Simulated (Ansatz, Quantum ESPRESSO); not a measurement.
## Pt (111), fcc: biaxial strain and the free axis

A thin film takes the in-plane lattice of its substrate and is free along the normal. How do the free axis and the stress follow the misfit? The strained cell has c along the film normal; unstrained it is a = 2.7683 Å, b = 2.7683 Å, c = 6.7808 Å, α = 90.00°, β = 90.00°, γ = 120.00°, with 3 atoms.

Calculated with Quantum ESPRESSO 7.5, PBEsol, GBRV 1.5 ultrasoft potentials, cutoff 680 eV, Fermi–Dirac smearing 0.05 eV, k-mesh 18×18×7, no spin polarisation, no spin-orbit coupling.

Relaxed positions at 0 %:

```csv
atom,x,y,z
Pt,0.0000,0.0000,0.0000
Pt,0.3333,0.6667,0.3333
Pt,0.6667,0.3333,0.6667
```

```csv
ε∥ (%),a (Å),c (Å),ε⊥ (%),"σ (GPa, tension positive)"
−3,2.6852,7.0347,3.745,−13.56
−1,2.7406,6.8647,1.236,−3.72
0,2.7683,6.7808,0.000,−0.02
1,2.7959,6.7016,−1.169,3.25
2,2.8236,6.6275,−2.260,6.19
3,2.8513,6.5586,−3.278,8.86
```

**Question.** Fit both responses and give the free strain and the stress at −2 %, a row left out above.

Least squares with y = y0 + y1 ε + y2 ε² (ε in %) gives ε⊥ = 0.002 + (−1.1751) ε + (0.0254) ε² and σ = −0.02 + (3.698) ε + (−0.262) ε² GPa. The linear terms put the ratio of free to applied strain at −1.175 and the biaxial modulus at 370 GPa. The rows at ±1 % alone give −1.203 and 348 GPa, so higher orders enter the wide fit.

At −2 % the free strain comes out as 2.454 %. The run itself gives 2.488 %, so the estimate misses by 0.034 %; the fitted rows themselves lie up to 0.033 % off the law.

The stress comes out as −8.46 GPa. The run itself gives −8.18 GPa, so the estimate misses by 0.28 GPa; the fitted rows themselves lie up to 0.26 GPa off the law.

The negative ε² term means that the crystal stiffens in compression and softens in tension.

The same fit over all rows at other levels or in other programs gives the strain ratio = −1.185 with PBEsol (Ansatz).

[Logs are printed without paths, hosts, clocks, repeated set-up lines and the standing remarks that a program may print on its own settings, such as how far it seeks lower states.]
